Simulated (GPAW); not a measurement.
# Optical response of SrO, part 2 of 2

Aim: the dielectric function of SrO, and the optical constants that follow from it. The cell comes from an older database entry, whose edges can differ from later determinations, mostly by under a per cent.

GPAW 26.7.0; DFT, PBE, plane-wave PAW (GPAW data sets), scalar-relativistic, RPA, optical limit.

So far. Step 2 (Ground state): There is a gap, 3.36 eV on this mesh (points off the mesh can give less), so no carriers' term is needed.

The database entry behind the starting cell differs from later determinations by our own check (about 0.5 % short), so it need not match the best structure at ambient conditions.

## (4) Dielectric function, RPA

Transitions between filled and empty bands, summed over the zone, give the optical response, so mesh, band count and broadening shape it.

The induced potential is part of this response.

This step: DFT, PBE, plane-wave PAW (GPAW data sets), scalar-relativistic, RPA, optical limit (GPAW 26.7.0).

df.py reads:

```python
from gpaw.response.df import DielectricFunction

df = DielectricFunction('full.gpw', frequencies={'type': 'nonlinear', 'domega0': 0.03, 'omega2': 8},
                        ecut=50,
                        eta=0.15,
                        nbands=35,
                        txt='df.txt')
for direction in ['x']:
    df.get_dielectric_function(xc='RPA', direction=direction, filename=f'df_{direction}.csv')
```

Started as:

```bash
$ OMP_NUM_THREADS=1 python df.py
```

Numbers of over 12 decimals in the logs are rounded to 6 here.

Log:

```text
Using integrator: PointIntegrator
NonLinearFrequencyDescriptor(from 0.000 to 79.533 eV, 519 points)
Nonperiodic BCs:  [False False False]
Using integrator: PointIntegrator
NonLinearFrequencyDescriptor(from 0.000 to 79.533 eV, 519 points)
Nonperiodic BCs:  [False False False]

Calculating chi0 body with:
    Ground state adapter containing:
    Number of spins: 1
    Number of kpoints: 1728
    Number of irreducible kpoints: 72
    Number of completely occupied states: 8
    Number of partially occupied states: 8

    Linear response parametrization:
    q_c: [0.0, 0.0, 0.0]
    Number of frequency points: 519
    Planewave cutoff: 50.0
    Number of bands: 35
    Number of planewaves: 27
    Broadening (eta): 0.15

Integrating chi0 body.

Symmetries of q_c:
    Direct symmetries (Uq -> q): 48
    Indirect symmetries (TUq -> q): 0
In total 48 allowed symmetries.

72 groups of equivalent kpoints. 95.833333% reduction.

Integral kind: spectral function

Calculating chi0 optical extensions with:
    Ground state adapter containing:
    Number of spins: 1
    Number of kpoints: 1728
    Number of irreducible kpoints: 72
    Number of completely occupied states: 8
    Number of partially occupied states: 8

    Linear response parametrization:
    Number of frequency points: 519
    Planewave cutoff: 50.0
    Number of bands: 35
    Number of planewaves: 27
    Broadening (eta): 0.15
Integrating chi0 head and wings.

Symmetries of q_c:
    Direct symmetries (Uq -> q): 48
    Indirect symmetries (TUq -> q): 0
In total 48 allowed symmetries.

72 groups of equivalent kpoints. 95.833333% reduction.

Integral kind: spectral function wings
```

It took 6.4 s on 1 thread of Arm Neoverse V2, shared host; peak memory 0.22 GiB.

Numbers from this step:

| Quantity | Value |
| --- | --- |
| electronic dielectric constant ε∞, mean over x, y and z (by symmetry where fewer were run) | 3.581 |
| main peak of Im epsilon, first axis | 9.378 eV |

Some rows of df_x.csv (energy; Re and Im without local fields; Re and Im with them):

```text
0.000000, 3.875373, -0.000000, 3.580590, -0.000000
0.429336, 3.884831, 0.006670, 3.589161, 0.006044
0.878195, 3.915744, 0.014209, 3.617165, 0.012868
1.347938, 3.974119, 0.023556, 3.670002, 0.021307
1.840057, 4.071057, 0.036598, 3.757600, 0.033032
2.356191, 4.229487, 0.058240, 3.900338, 0.052352
2.898142, 4.510044, 0.108775, 4.151607, 0.096930
3.467895, 5.065767, 0.457811, 4.644697, 0.399159
4.067647, 4.934999, 1.335164, 4.575212, 1.174598
4.699832, 4.538960, 1.686983, 4.221689, 1.514420
5.367152, 4.335242, 2.124196, 4.025346, 1.934196
6.072622, 3.997187, 2.749805, 3.772813, 2.553512
6.819608, 3.912818, 3.018575, 3.696610, 2.818710
7.611886, 3.085674, 3.774121, 2.937259, 3.627490
8.453705, 2.309371, 3.032731, 2.034710, 2.950250
9.349861, 2.161791, 5.150809, 2.033153, 4.872656
10.305790, 0.352757, 3.314149, 0.204817, 3.084043
11.327680, -0.091924, 2.114729, -0.155513, 1.997382
12.422601, 0.506217, 0.884975, 0.314840, 0.844994
13.598673, 1.020351, 1.546955, 0.837809, 1.527814
```

Values under the direct gap are tails of Lorentzian lines. Im ε, E ∥ x against photon energy; read off at these points:

```csv
photon energy (eV),"Im ε, E ∥ x"
0.00,0
0.50,0.00707
1.00,0.0149
1.50,0.0245
2.00,0.0379
2.50,0.0603
3.00,0.114
3.50,0.438
4.00,1.14
4.50,1.86
5.00,1.80
5.50,1.94
6.00,2.59
6.50,2.65
7.00,2.94
7.50,3.50
7.61,3.63
8.00,3.54
8.50,2.87
9.00,3.36
9.35,4.87
9.50,4.65
10.00,3.50
10.50,2.95
11.00,2.27
11.50,1.69
12.00,1.22
12.50,0.809
13.00,0.745
13.43,1.60
13.50,1.58
```

The Re ε, E ∥ x by photon energy:

```
photon energy (eV)  Re ε, E ∥ x
               0.0         3.58
               0.5         3.59
               1.0         3.63
               1.5         3.69
               2.0         3.80
               2.5         3.95
               3.0         4.22
               3.5         4.67
               4.0         4.70
               4.5         4.65
               5.0         4.52
               5.5         4.20
               6.0         3.90
               6.5         3.99
               7.0         3.60
               7.5         3.26
               8.0         2.59
               8.5         2.07
               9.0         2.82
               9.5         1.05
              10.0        0.293
              10.5      -0.0333
              11.0      -0.0576
              11.5       -0.201
              12.0      -0.0494
              12.5        0.399
              13.0         1.05
              13.5        0.936
```

Values under the direct gap are tails of Lorentzian lines. The Im ε, E ∥ x by photon energy; read off at these points:

```
photon energy (eV)  without local fields  with local fields
              0.00                     0                  0
              0.50               0.00780            0.00707
              1.00                0.0164             0.0149
              1.50                0.0271             0.0245
              2.00                0.0421             0.0379
              2.50                0.0672             0.0603
              3.00                 0.128              0.114
              3.50                 0.503              0.438
              4.00                  1.31               1.14
              4.50                  2.08               1.86
              5.00                  2.01               1.80
              5.50                  2.17               1.94
              6.00                  2.79               2.59
              6.50                  2.87               2.65
              7.00                  3.13               2.94
              7.50                  3.70               3.50
              7.61                  3.77               3.63
              8.00                  3.70               3.54
              8.50                  2.96               2.87
              9.00                  3.60               3.36
              9.35                  5.15               4.87
              9.50                  4.84               4.65
             10.00                  3.70               3.50
             10.50                  3.17               2.95
             11.00                  2.44               2.27
             11.50                  1.77               1.69
             12.00                  1.24               1.22
             12.50                 0.856              0.809
             13.00                 0.819              0.745
             13.43                  1.64               1.60
             13.50                  1.60               1.58
```

The loss function −Im 1/ε at q → 0, E ∥ x has structure finer than the step of the table below, so its rows give means over 0.5 eV, whole bins alone (the curve runs from 0 to 14.0 eV). Peaks (eV: height): 12.34: 1.04.

Values under the direct gap are tails of Lorentzian lines. Table of loss function −Im 1/ε at q → 0, E ∥ x by energy loss; means over each step:

| energy loss (eV) | loss function −Im 1/ε at q → 0, E ∥ x |
| --- | --- |
| 0.5 | 5.5e-4 |
| 1.0 | 0.00113 |
| 1.5 | 0.00180 |
| 2.0 | 0.00265 |
| 2.5 | 0.00390 |
| 3.0 | 0.00670 |
| 3.5 | 0.0208 |
| 4.0 | 0.0450 |
| 4.5 | 0.0674 |
| 5.0 | 0.0792 |
| 5.5 | 0.0947 |
| 6.0 | 0.115 |
| 6.5 | 0.121 |
| 7.0 | 0.136 |
| 7.5 | 0.158 |
| 8.0 | 0.190 |
| 8.5 | 0.219 |
| 9.0 | 0.174 |
| 9.5 | 0.208 |
| 10.0 | 0.286 |
| 10.5 | 0.348 |
| 11.0 | 0.446 |
| 11.5 | 0.577 |
| 12.0 | 0.821 |
| 12.5 | 0.958 |
| 13.0 | 0.487 |
| 13.5 | 0.456 |

The refractive index n and extinction k by photon energy:

```csv
photon energy (eV),n,k
0.0,1.89,0
0.5,1.90,0.00187
1.0,1.90,0.00391
1.5,1.92,0.00638
2.0,1.95,0.00974
2.5,1.99,0.0152
3.0,2.05,0.0277
3.5,2.16,0.101
4.0,2.18,0.262
4.5,2.20,0.423
5.0,2.17,0.415
5.5,2.10,0.461
6.0,2.07,0.624
6.5,2.09,0.634
7.0,2.03,0.724
7.5,2.01,0.872
8.0,1.87,0.948
8.5,1.67,0.856
9.0,1.90,0.884
9.5,1.70,1.36
10.0,1.38,1.27
10.5,1.21,1.22
11.0,1.05,1.08
11.5,0.866,0.975
12.0,0.764,0.795
12.5,0.806,0.502
13.0,1.08,0.344
13.5,1.18,0.669
```

At chosen wavelengths:

| wavelength (nm) | n | k | R (%) | 1/α |
| --- | --- | --- | --- | --- |
| 1550 | 1.90 | 0.003 | 9.6 | 40 µm |
| 1064 | 1.91 | 0.005 | 9.8 | 18 µm |
| 633 | 1.95 | 0.009 | 10.3 | 5.4 µm |
| 450 | 2.02 | 0.020 | 11.4 | 1.8 µm |
| 405 | 2.07 | 0.031 | 12.1 | 1.1 µm |
| 365 | 2.14 | 0.075 | 13.3 | 386 nm |
| 308 | 2.17 | 0.270 | 14.3 | 91 nm |

Below the direct gap, k and the depth come from the tails of the Lorentzian lines, not from transitions.

Rows near the edge hang on the gap, which this functional as a rule makes too small, and phonon-assisted absorption is left out.

## (5) Results

```json
{
 "electronic dielectric constant ε∞, mean over x, y and z (by symmetry where fewer were run) (RPA)": "3.58",
 "main peak of Im epsilon, first axis": "9.38 eV"
}
```

**Reading.** At this level (PBE, RPA) SrO has ε∞ = 3.58 and n = 1.90 at 1550 nm, and Im ε peaks at 9.4 eV. On the mesh the gap is 3.36 eV and the least direct gap 3.42 eV, so on this mesh the band edges lie at different points. Local fields change the static value along x from 3.88 to 3.58 (-8 %). Distinct maxima of Im ε, read by a parabola through the highest points, lie at 6.00 eV (2.6), 7.60 eV (3.6), 8.02 eV (3.6) and 9.38 eV (4.9). Excitons and phonon-assisted transitions are missing; PBE gaps are as a rule too small, which pulls the onset down and ε∞ up. The sum runs over mesh points, so small or evenly spaced maxima can still be ripples of the mesh. In this version of GPAW the matrix elements of the optical limit are incomplete, which can lower ε − 1 by up to a tenth where first-row anions or d states rule, and shift it by more in d metals.

[Machine, clock and banner lines and Python warnings are left out of the logs.]

[Logs are printed without paths, hosts, clocks, repeated set-up lines and the standing remarks that a program may print on its own settings, such as how far it seeks lower states.]

[Hosts, paths, dates, database ids (printed as entryN), source tags and the programs' standing remarks are cut or masked in the printed files.]
